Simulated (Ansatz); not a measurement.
## Work function of Ir(110): what the settings cost and change

Aim: the numerical settings behind the work function of Ir(110), with the cost of each.

Program: Ansatz 0.2.0. Level of theory: plane-wave DFT, PBE, Ansatz PAW. Results are calculated unless marked as measured.

## 1. Set-up

The cell holds 7 atoms: 7 Ir. Cell: a = 3.840 Å, b = 2.715 Å, c = 26.146 Å, α = 90.0°, β = 90.0°, γ = 90.0°. Vacuum lies along c.

## 2. Slab, setting cutoff 200 eV

A work function rests on the faint tail of the density, so the SCF threshold is tight. The cutoff is raised first; then mesh and smearing are varied at the default cutoff.

input.yaml

```yaml
crystal:
  lattice:
    - [3.84, 0.0, 0.0]
    - [0.0, 2.7152900398, 0.0]
    - [0.0, 0.0, 26.1458701193]
  atoms:
    - { symbol: Ir, position: [0.0, 0.0, 0.3442226233] }
    - { symbol: Ir, position: [0.5, 0.5, 0.3961484155] }
    - { symbol: Ir, position: [0.0, 0.0, 0.4480742078] }
    - { symbol: Ir, position: [0.5, 0.5, 0.5] }
    - { symbol: Ir, position: [0.0, 0.0, 0.5519257922] }
    - { symbol: Ir, position: [0.5, 0.5, 0.6038515845] }
    - { symbol: Ir, position: [0.0, 0.0, 0.6557773767] }
kpoints:
  mp_grid: { grid: [11, 15, 1] }
hamiltonian:
  xc: pbe
scf:
  occupations: { method: fermi_dirac, width: 0.1 }
  convergence: { dr2_threshold: 1.0e-09 }
efield:
  axis: 3
  dipole_correction: true
  ramp_position: 0.97
  ramp_width: 0.06
basis:
  ecutwfc: "200 eV"
output:
  write_potential: true
  write_density: true
  volumetric_format: npy
  elf: true
```

Started as:

```
$ ansatz run input.yaml --threads 2 --pin off --max-ram 3072MiB --backend cpu --events-out ev --progress --plain --runs-dir out
```

Numbers of over 12 decimals in the logs are rounded to 6 here.

Output:

```text
Warning: basis.ecutwfc = 200 eV is below the records' recommended 420 eV, and the density's cutoff is lower with it unless basis.ecutrho_ratio is high enough to keep the records' density cutoff: compare with a run at a higher cutoff
Warning: basis.ecutrho_ratio 4 (ecutrho = 800 eV, dense FFT grid 18×15×125): the grid does not resolve the core-correction charge of Ir (measure 0.13 e/Å^2.5); warned from 0.08. The energy and each atom's force then go with where the atoms sit on the grid: [figures from the program's tests cut] If this deck is also warned that a cutoff or its ratio is below what is recommended, mend that before anything below. First try basis.xc_grid, which is 1 on this run (the dense grid itself), where it is not refused (2, then 3). Above 1 the core-correction charge is laid on the exchange–correlation grid, and this warning is never given, whether or not the level is enough: [rest of the remark cut]
Engine: ansatz 0.2.0, aarch64-unknown-linux-gnu
Pseudopotentials: kind: paw
Pseudopotential: Ir, paw, valence charge 17, recommended cutoff 420 eV (normal), Ir.paw.azcp
Functional definition: PBE
  parameter kappa = 0.804
  parameter beta = 0.066725
  exchange = pbe_x(kappa = kappa, mu = beta*pi^2/3)
  correlation = pbe_c(beta = beta)
Crystal: 7 atoms, lattice volume = 272.616 Å³
Basis set: ecut = 200 eV, 1771 PW (Γ)
Bands: 72, of which v1, the nominal top of the filled ones, is band 60 counted from 1 (59 counted from 0)
Symmetry: 4 space group operations
k-points: 48 of 165
Non-local potential: Ir, projectors of the file, l = 0: 3, l = 1: 2, l = 2: 2, l = 3: 1
PAW form: soft (Blöchl's): semilocal exchange-correlation on the pseudo side does not see the compensation charge
PAW one-centre angular grid: Ir, 590 points (default); XC on 64 Gauss nodes
Initial density: superposition of atomic densities (neutral atoms: chi_scale 0, normalization atom), corrected by the library's trained network
Initial wavefunctions: pseudopotential atomic-orbital guess
Functional: x = pbe(κ = 0.804, μ = 0.219515), c = pbe(β = 0.066725)
SCF iter   1: F=—  HF=-83477.799672 eV  |F-HF|=—  |Δ(HF+E_count)|=         —  Δρ=9.50e-2  dr2=1.83e1  ethr=1.77e-3  p=-0.000 e·Å  D=-1.25e-13 V/Å  ΔV_dip=0.00 eV  dr2_dipole=4.13e-7  V_vac-E_F(+/−)=3.97/3.97 eV  ⟨swp⟩=7.7  Hψ=15250  notcnv=0  defer=11
efield: sawtooth ramp at fractional position 0.9700 (set: `efield.ramp_position`, or a place that a band, a saddle search or an elastic batch's reference lends), width 0.0600; the density the first Hamiltonian is built on has a dipole p = -0.000 e·Å; the dipole correction subtracts the counter field D = -1.25e-13 V/Å, which shifts the + side's vacuum level by +0.00 eV against the − side's; the planar-averaged density in the ramp window peaks in size at 1.0e-5 e/Å³
preconditioner: auto → LDOS  [metal: Δε(μ)=0.016 eV  Ē_g=6.104 eV  σ=0.100 eV  W_gap=0.04  n_scr=58 (ndim 8)  ℏωp=17.9 eV  f_vac=0.569  D(μ)=8.09/eV (n_scr^D=46)  β→1.0]
SCF iter   2: F=—  HF=-83474.541292 eV  |F-HF|=—  |Δ(HF+E_count)|=    3.26e0  Δρ=5.45e-2  dr2=7.70e0  ethr=1.77e-3  p=0.000 e·Å  D=2.38e-5 V/Å  ΔV_dip=-0.00 eV  dr2_dipole=1.64e-6  V_vac-E_F(+/−)=5.71/5.71 eV  ⟨swp⟩=3.1  Hψ=9429  notcnv=0  defer=35
SCF iter   3: F=—  HF=-83471.670187 eV  |F-HF|=—  |Δ(HF+E_count)|=    2.87e0  Δρ=5.86e-3  dr2=1.38e-1  ethr=1.77e-3  p=0.000 e·Å  D=1.63e-5 V/Å  ΔV_dip=-0.00 eV  dr2_dipole=4.98e-8  V_vac-E_F(+/−)=5.55/5.55 eV  ⟨swp⟩=2.5  Hψ=7518  notcnv=0  defer=50
SCF iter   4: F=—  HF=-83471.642036 eV  |F-HF|=—  |Δ(HF+E_count)|=   2.82e-2  Δρ=2.43e-3  dr2=2.97e-2  ethr=1.16e-4  p=-0.000 e·Å  D=-1.91e-6 V/Å  ΔV_dip=0.00 eV  dr2_dipole=7.79e-9  V_vac-E_F(+/−)=5.50/5.50 eV  ⟨swp⟩=3.4  Hψ=8367  notcnv=0  defer=46
SCF iter   5: F=—  HF=-83471.635564 eV  |F-HF|=—  |Δ(HF+E_count)|=   6.47e-3  Δρ=8.20e-4  dr2=2.05e-3  ethr=2.50e-5  p=0.000 e·Å  D=1.27e-6 V/Å  ΔV_dip=-0.00 eV  dr2_dipole=1.68e-10  V_vac-E_F(+/−)=5.55/5.56 eV  ⟨swp⟩=2.0  Hψ=5081  notcnv=0  defer=46
SCF iter   6: F=—  HF=-83471.634986 eV  |F-HF|=—  |Δ(HF+E_count)|=   5.79e-4  Δρ=2.71e-4  dr2=5.02e-4  ethr=1.73e-6  p=-0.000 e·Å  D=-7.16e-7 V/Å  ΔV_dip=0.00 eV  dr2_dipole=1.46e-10  V_vac-E_F(+/−)=5.56/5.57 eV  ⟨swp⟩=3.2  Hψ=7136  notcnv=0  defer=46
SCF iter   7: F=—  HF=-83471.634954 eV  |F-HF|=—  |Δ(HF+E_count)|=   3.21e-5  Δρ=6.73e-5  dr2=2.95e-5  ethr=4.22e-7  p=-0.000 e·Å  D=-6.50e-8 V/Å  ΔV_dip=0.00 eV  dr2_dipole=4.13e-11  V_vac-E_F(+/−)=5.56/5.57 eV  ⟨swp⟩=2.0  Hψ=4712  notcnv=0  defer=46
SCF iter   8: F=—  HF=-83471.634998 eV  |F-HF|=—  |Δ(HF+E_count)|=   4.40e-5  Δρ=2.29e-5  dr2=1.73e-6  ethr=2.48e-8  p=0.000 e·Å  D=1.80e-8 V/Å  ΔV_dip=-0.00 eV  dr2_dipole=1.58e-13  V_vac-E_F(+/−)=5.57/5.57 eV  ⟨swp⟩=2.2  Hψ=6233  notcnv=0  defer=46
SCF iter   9: F=—  HF=-83471.635005 eV  |F-HF|=—  |Δ(HF+E_count)|=   7.83e-6  Δρ=8.33e-6  dr2=4.53e-7  ethr=1.45e-9  p=0.000 e·Å  D=5.78e-9 V/Å  ΔV_dip=-0.00 eV  dr2_dipole=4.45e-12  V_vac-E_F(+/−)=5.57/5.57 eV  ⟨swp⟩=3.0  Hψ=7581  notcnv=0  defer=43
SCF iter  10: F=—  HF=-83471.635006 eV  |F-HF|=—  |Δ(HF+E_count)|=   2.32e-7  Δρ=2.77e-6  dr2=1.94e-8  ethr=3.81e-10  p=0.000 e·Å  D=6.59e-8 V/Å  ΔV_dip=-0.00 eV  dr2_dipole=1.83e-13  V_vac-E_F(+/−)=5.57/5.57 eV  ⟨swp⟩=2.2  Hψ=5713  notcnv=0  defer=43
SCF iter  11: F=—  HF=-83471.635006 eV  |F-HF|=—  |Δ(HF+E_count)|=   2.17e-9  Δρ=7.05e-7  dr2=1.41e-9  ethr=1.63e-11  p=-0.000 e·Å  D=-2.11e-8 V/Å  ΔV_dip=0.00 eV  dr2_dipole=2.53e-13  V_vac-E_F(+/−)=5.57/5.57 eV  ⟨swp⟩=3.3  Hψ=8695  notcnv=0  defer=43
SCF iter  12: F=-83471.635006 eV  HF=-83471.635006 eV  |F-HF|=1.75e-10  |Δ(HF+E_count)|=   1.11e-9  Δρ=2.17e-7  dr2=1.83e-10  ethr=1.00e-12  p=0.000 e·Å  D=2.74e-8 V/Å  ΔV_dip=-0.00 eV  dr2_dipole=3.00e-15  V_vac-E_F(+/−)=5.57/5.57 eV  ⟨swp⟩=9.1  Hψ=9807  notcnv=0
WARN: efield: at this solve's end the planar-averaged density reaches 7.45e-5 e/Å³ inside the ramp window [0.9318, 0.0682] (bound 1e-5 e/Å³), and 6.77e-5 e/Å³ on another of its planes; the window's nearer edge stands 7.22 Å from this solve's nearest atom along the axis. Its work functions, free energy, forces, stress, dipole, levels and responses can be off, and this figure does not tell by how much. A short vacuum, a low `basis.ecutwfc` or `basis.ecutrho_ratio` and negative occupations (`scf.occupations.method`) can put density there. See the manual's quickstart, § The vacuum guard
SCF 1 converged in 12 iterations: F = -83471.635006 eV  dr2 = 1.83e-10
  greatest PAW one-centre occupation: 1.086 electrons in one spin orbital (limit 2), on the Ir atom at site 0 (counted from 0), in its partial waves of l = 1
WARN: The output density's exchange-correlation potential varies sharply where the density is thin. Do not read a vacuum level from v_tot or v_xc, or from such a field of the output density. On a cell that repeats whose density bears no net charge and no dipole along the vacuum's axis use v_es (v_loc + v_h of the components); under efield.dipole_correction with no amplitude use v_es + v_field, which holds any externa [...]
SCF converged after 12 iterations
Free energy (F): -83471.635006 eV
Harris-Foulkes:  -83471.635006 eV  (|F-HF|=1.75e-10)
Internal energy: -83471.320177 eV  (E = F + TS)
E sigma→0 (E₀):  -83471.477591 eV
Entropy (-TS):   -0.314829 eV (-44.976 meV/atom)
Fermi energy:    5.889990 eV
Dipole field:    D = -0.000000 V/Å  (p = -0.000000 e·Å, saw-weighted, corrected)
Work function:   Φ+ = 5.5664 eV (in doubt: plateau slope 2.4e-2 eV/Å)   Φ− = 5.5700 eV (in doubt: plateau slope 2.1e-2 eV/Å)
Levels:          The Fermi level and band energies are counted from a zero that moves with the ramp; work functions are not
Vacuum region:   at the solve's end the planar-averaged density reaches 7.45e-5 e/Å³ inside the ramp window [0.9318, 0.0682] (bound 1e-5 e/Å³), and 6.77e-5 e/Å³ on another of its planes
--- Per-component energies (eV) ---
  E_band       = -2979.352961
  E_kinetic    = 4412.398359
  E_local      = -224898.452975  (includes V_loc(G=0)·N_el)
  E_nonlocal   = 367.669449
  E_hartree    = 110387.818991
  E_xc         = -1880.649524
  E_vxc        = -2109.758581  (∫ρ·V_xc dr)
  E_paw        = -64477.304706  (= ΣΔE_a)
  E_vpaw       = -1526.867966  (= ΣTr[D̂ρ^β])
  E_aug_tail   = 0.017151  (compensation charges beyond the density's cutoff)
  E_efield     = 0.000000  (sawtooth field / dipole correction)
  E_vefield    = 0.000000  (∫n·V_field dr)
  E_ewald      = 92617.183077
  E_smearing   = -0.314829  (= −TS)
  E_closure    = 0.000000  (closes the sum)
  Σ components = -83471.635006   (vs F -83471.635006, Δ=0.00e0)
--- Band table (eV; the first three rows and the last of 48) ---
  k-point 0: bands = [... 56 lower, 4.9925, 5.1201, 5.3674, 5.4090, 5.9049, 5.9965, 6.3032, 6.3655, ... 8 higher]
  k-point 1: bands = [... 56 lower, 5.0831, 5.1006, 5.3531, 5.3995, 5.9053, 6.0435, 6.0889, 6.3901, ... 8 higher]
  k-point 2: bands = [... 56 lower, 5.0667, 5.1502, 5.3628, 5.4458, 5.8828, 5.9555, 5.9597, 6.0043, ... 8 higher]
  k-point 47: bands = [... 56 lower, 6.3353, 6.4491, 6.6773, 6.6789, 6.7324, 6.7735, 6.9034, 7.0250, ... 8 higher]
```

Elapsed: 76 s, on 2 threads of Arm Neoverse N1, shared host; peak memory 0.54 GiB.

This step gave:

```
energy at zero smearing   : -83471.4776 eV
work function, upper face : 5.566 eV
```

Running mean over 1.358 Å of the planar mean; the ramp of the sawtooth is left out. Electron's electrostatic potential energy less the Fermi level against z:

z (Å), electron's electrostatic potential energy less the Fermi level (eV) and a bar from the least value:
```
     3.14        5.5 ##############################
     3.77        5.5 ##############################
     4.18        5.5 ##############################
     4.81        5.4 ##############################
     5.23        5.4 ##############################
     5.86        5.3 ##############################
     6.28        5.2 ##############################
     6.90        4.9 #############################
     7.53        3.6 ###########################
     7.95        0.4 ######################
     8.58       -7.5 ##########
     8.99      -11.2 ####
     9.62      -12.9 #
    10.04      -13.2 #
    10.67      -13.4 
    11.29      -13.5 
    11.71      -13.5 
    12.34      -13.5 
    12.76      -13.5 
    13.39      -13.5 
    13.80      -13.5 
    14.43      -13.5 
    14.85      -13.5 
    15.48      -13.4 
    16.11      -13.2 #
    16.52      -12.9 #
    17.15      -11.2 ####
    17.57       -7.5 ##########
    18.20        0.4 ######################
    18.62        3.6 ###########################
    19.24        4.9 #############################
    19.87        5.2 ##############################
    20.29        5.3 ##############################
    20.92        5.4 ##############################
    21.34        5.4 ##############################
    21.96        5.5 ##############################
    22.38        5.5 ##############################
    23.01        5.5 ##############################
```

Valence density in the ca plane at fractional y = 0.000, with atoms of Ir within 0.2 Å of it. It is the smooth field of the valence electrons, not physical close to the nuclei.

Values in e/Å³, 6 rows by 16 columns, each cell a mean:
```
0.0 0.1 3.4 4.2 0.6 4.9 2.5 1.0 5.7 1.2 2.3 5.2 0.4 0.0 0.0 0.0
0.0 0.0 0.4 0.6 0.3 0.7 0.5 0.4 0.8 0.4 0.5 0.6 0.1 0.0 0.0 0.0
0.0 0.0 0.1 0.2 0.3 0.2 0.3 0.3 0.2 0.3 0.3 0.1 0.0 0.0 0.0 0.0
0.0 0.0 0.1 0.3 0.3 0.3 0.3 0.3 0.3 0.3 0.3 0.2 0.0 0.0 0.0 0.0
0.0 0.1 1.0 1.4 0.4 1.6 0.9 0.5 1.8 0.5 0.8 1.6 0.1 0.0 0.0 0.0
0.0 0.1 4.5 5.3 0.7 6.2 3.3 1.4 7.2 1.6 3.0 6.6 0.5 0.0 0.0 0.0
```
Columns run along c (16.0 Å, from fractional 0.24 to 0.85 of the cell), rows up along a (3.8 Å). Atoms in or near the plane, at fractional coordinates: Ir at (0.34, 0.00), Ir at (0.45, 0.00), Ir at (0.55, 0.00), Ir at (0.66, 0.00).

Electrostatic potential energy in the ca plane at fractional y = 0.000, with atoms of Ir within 0.2 Å of it. With pseudopotentials it is smooth inside the atoms' cores, unlike the true potential.

Values in eV, 6 rows by 16 columns, each cell a mean:
```
 11   8 -34 -40   0 -48 -26  -8 -55 -10 -21 -50   2  11  11  11
 11  10   1   0   6  -3   2   5  -4   4   3  -2   8  11  11  11
 11  11  10   8   4   8   6   5   8   5   6   9  11  11  11  11
 11  11   9   7   5   7   6   5   7   5   6   8  10  11  11  11
 11   9  -8 -11   5 -16  -5   2 -19   1  -3 -16   7  11  11  11
 11   7 -42 -49  -2 -57 -33 -12 -64 -15 -28 -59   0  11  11  11
```
Columns run along c (16.0 Å, from fractional 0.24 to 0.85 of the cell; values clipped at the 3rd and 97th percentile), rows up along a (3.8 Å). Atoms in or near the plane, at fractional coordinates: Ir at (0.34, 0.00), Ir at (0.45, 0.00), Ir at (0.55, 0.00), Ir at (0.66, 0.00).

ELF in the ca plane at fractional y = 0.000, with atoms of Ir within 0.2 Å of it. It is the smooth field of the valence electrons, not physical close to the nuclei.

Values, 6 rows by 16 columns, each cell a mean:
```
0.00 0.12 0.52 0.54 0.27 0.57 0.43 0.33 0.62 0.33 0.43 0.61 0.21 0.01 0.00 0.00
0.00 0.06 0.24 0.30 0.32 0.29 0.29 0.32 0.28 0.31 0.31 0.28 0.12 0.01 0.00 0.00
0.00 0.02 0.11 0.27 0.35 0.20 0.29 0.34 0.17 0.34 0.32 0.14 0.04 0.00 0.00 0.00
0.00 0.02 0.15 0.29 0.35 0.23 0.31 0.35 0.19 0.35 0.33 0.18 0.05 0.00 0.00 0.00
0.00 0.09 0.33 0.37 0.28 0.38 0.31 0.29 0.42 0.28 0.31 0.41 0.15 0.01 0.00 0.00
0.00 0.13 0.54 0.55 0.30 0.57 0.47 0.38 0.59 0.38 0.48 0.59 0.24 0.02 0.00 0.00
```
Columns run along c (16.0 Å, from fractional 0.24 to 0.85 of the cell), rows up along a (3.8 Å). Atoms in or near the plane, at fractional coordinates: Ir at (0.34, 0.00), Ir at (0.45, 0.00), Ir at (0.55, 0.00), Ir at (0.66, 0.00).

The work function is 5.566 eV. The program marks this work function as in doubt.

## 3. Run

Changes to input.yaml since step 2:

```diff
@@ -26,3 +26,3 @@
 basis:
-  ecutwfc: "200 eV"
+  ecutwfc: "300 eV"
 output:
@@ -31,2 +31 @@
   volumetric_format: npy
-  elf: true
```

Output:

```text
[...]
Crystal: 7 atoms, lattice volume = 272.616 Å³
Basis set: ecut = 300 eV, 3217 PW (Γ)
Bands: 72, of which v1, the nominal top of the filled ones, is band 60 counted from 1 (59 counted from 0)
Symmetry: 4 space group operations
k-points: 48 of 165
[...]
k-point 0: bands = [... 56 lower, 5.1415, 5.2903, 5.4236, 5.5675, 6.2099, 6.3681, 6.6424, 6.6592, ... 8 higher]
  k-point 1: bands = [... 56 lower, 5.0833, 5.3914, 5.5157, 5.5818, 6.1675, 6.4129, 6.4755, 6.6365, ... 8 higher]
  k-point 2: bands = [... 56 lower, 5.1881, 5.4388, 5.4985, 5.6254, 6.2242, 6.2318, 6.2945, 6.3454, ... 8 higher]
  k-point 47: bands = [... 56 lower, 6.4851, 6.6627, 6.9218, 6.9441, 6.9680, 7.0372, 7.2446, 7.2579, ... 8 higher]
[key lines of the parts left out:]
SCF converged after 10 iterations
Free energy (F): -83542.177186 eV
Fermi energy:    6.131441 eV
Dipole field:    D = -0.000000 V/Å  (p = -0.000000 e·Å, saw-weighted, corrected)
Work function:   Φ+ = 5.0403 eV   Φ− = 5.0403 eV
```

It took 2.1 min on 2 threads; peak memory 0.79 GiB; 2.8 min of CPU time.

The work function is 5.040 eV, -0.526 eV from the run “cutoff 200 eV”, at 1.3 times its CPU time.

## 4. Slab

Changes to input.yaml since step 3:

```diff
@@ -26,3 +26,3 @@
 basis:
-  ecutwfc: "300 eV"
+  ecutwfc: "420 eV"
 output:
```

Output:

```text
[...]
Crystal: 7 atoms, lattice volume = 272.616 Å³
Basis set: ecut = 420 eV, 5359 PW (Γ)
Bands: 72, of which v1, the nominal top of the filled ones, is band 60 counted from 1 (59 counted from 0)
Symmetry: 4 space group operations
k-points: 48 of 165
[...]
k-point 0: bands = [... 56 lower, 5.1484, 5.3003, 5.4339, 5.5697, 6.2198, 6.3788, 6.6433, 6.6670, ... 8 higher]
  k-point 1: bands = [... 56 lower, 5.0986, 5.4023, 5.5252, 5.5885, 6.1746, 6.4177, 6.4874, 6.6398, ... 8 higher]
  k-point 2: bands = [... 56 lower, 5.1985, 5.4451, 5.5077, 5.6347, 6.2288, 6.2382, 6.3040, 6.3504, ... 8 higher]
  k-point 47: bands = [... 56 lower, 6.4850, 6.6663, 6.9271, 6.9491, 6.9675, 7.0395, 7.2472, 7.2616, ... 8 higher]
[key lines of the parts left out:]
SCF converged after 10 iterations
Free energy (F): -83543.348910 eV
Fermi energy:    6.135834 eV
Dipole field:    D = 0.000000 V/Å  (p = 0.000000 e·Å, saw-weighted, corrected)
Work function:   Φ+ = 5.0315 eV   Φ− = 5.0315 eV
```

It took 2.4 min on 2 threads; peak memory 1.1 GiB; 4.2 min of CPU time.

The work function is 5.031 eV, -0.535 eV from the run “cutoff 200 eV”, at 1.9 times its CPU time.

## 5. Run

Changes to input.yaml since step 4:

```diff
@@ -26,3 +26,3 @@
 basis:
-  ecutwfc: "420 eV"
+  ecutwfc: "600 eV"
 output:
```

Output:

```text
[...]
Crystal: 7 atoms, lattice volume = 272.616 Å³
Basis set: ecut = 600 eV, 9181 PW (Γ)
Bands: 72, of which v1, the nominal top of the filled ones, is band 60 counted from 1 (59 counted from 0)
Symmetry: 4 space group operations
k-points: 48 of 165
[...]
k-point 0: bands = [... 56 lower, 5.1482, 5.3004, 5.4337, 5.5695, 6.2196, 6.3788, 6.6431, 6.6668, ... 8 higher]
  k-point 1: bands = [... 56 lower, 5.0984, 5.4023, 5.5250, 5.5883, 6.1744, 6.4175, 6.4874, 6.6396, ... 8 higher]
  k-point 2: bands = [... 56 lower, 5.1983, 5.4450, 5.5075, 5.6345, 6.2286, 6.2381, 6.3038, 6.3503, ... 8 higher]
  k-point 47: bands = [... 56 lower, 6.4846, 6.6662, 6.9270, 6.9490, 6.9670, 7.0392, 7.2471, 7.2614, ... 8 higher]
[key lines of the parts left out:]
SCF converged after 10 iterations
Free energy (F): -83543.368809 eV
Fermi energy:    6.135647 eV
Dipole field:    D = -0.000000 V/Å  (p = -0.000000 e·Å, saw-weighted, corrected)
Work function:   Φ+ = 5.0316 eV   Φ− = 5.0316 eV
```

Run time: 3.9 min. Hardware: 2 threads; peak memory 1.8 GiB; 6.9 min of CPU time.

The work function is 5.032 eV, +0.000 eV from the run “cutoff 420 eV”, at 1.6 times its CPU time.

## 6. Slab

Changes to input.yaml since step 5:

```diff
@@ -14,3 +14,3 @@
 kpoints:
-  mp_grid: { grid: [11, 15, 1] }
+  mp_grid: { grid: [2, 3, 1] }
 hamiltonian:
@@ -25,4 +25,2 @@
   ramp_width: 0.06
-basis:
-  ecutwfc: "600 eV"
 output:
```

Output:

```text
[...]
Crystal: 7 atoms, lattice volume = 272.616 Å³
Basis set: ecut = 420 eV, 5359 PW (Γ)
Bands: 72, of which v1, the nominal top of the filled ones, is band 60 counted from 1 (59 counted from 0)
Symmetry: 4 space group operations
k-points: 4 of 6
[...]
k-point 0: bands = [... 56 lower, 5.0905, 5.2970, 5.4192, 5.5378, 6.2114, 6.3579, 6.6138, 6.6205, ... 8 higher]
  k-point 1: bands = [... 56 lower, 5.7500, 6.0735, 6.3756, 6.4459, 6.4625, 6.5146, 6.6027, 6.7919, ... 8 higher]
  k-point 2: bands = [... 56 lower, 5.2823, 5.6092, 6.1198, 6.1354, 6.2714, 6.4609, 6.4864, 6.4935, ... 8 higher]
  k-point 3: bands = [... 56 lower, 5.4135, 5.5800, 5.8668, 6.0058, 6.0413, 6.3680, 6.6118, 7.1029, ... 8 higher]
[key lines of the parts left out:]
SCF converged after 11 iterations
Free energy (F): -83541.634101 eV
Fermi energy:    6.152396 eV
Dipole field:    D = 0.000000 V/Å  (p = 0.000000 e·Å, saw-weighted, corrected)
Work function:   Φ+ = 5.0065 eV   Φ− = 5.0065 eV
```

Run time: 9.4 s. Hardware: 2 threads; peak memory 0.49 GiB; 18 s of CPU time.

The work function is 5.006 eV, -0.025 eV from the run “cutoff 420 eV”, at 0.069 times its CPU time.

(Part 1 of 2 ends here.)

[Logs are printed without paths, hosts, clocks, repeated set-up lines and the standing remarks that a program may print on its own settings, such as how far it seeks lower states.]

[Hosts, paths, dates, database ids (printed as entryN), source tags and the programs' standing remarks are cut or masked in the printed files.]

[Maps of the electrostatic potential energy from Ansatz leave out the sawtooth potential of an applied field or a dipole correction, so their vacuum need not be flat; planar profiles and work functions include it.]
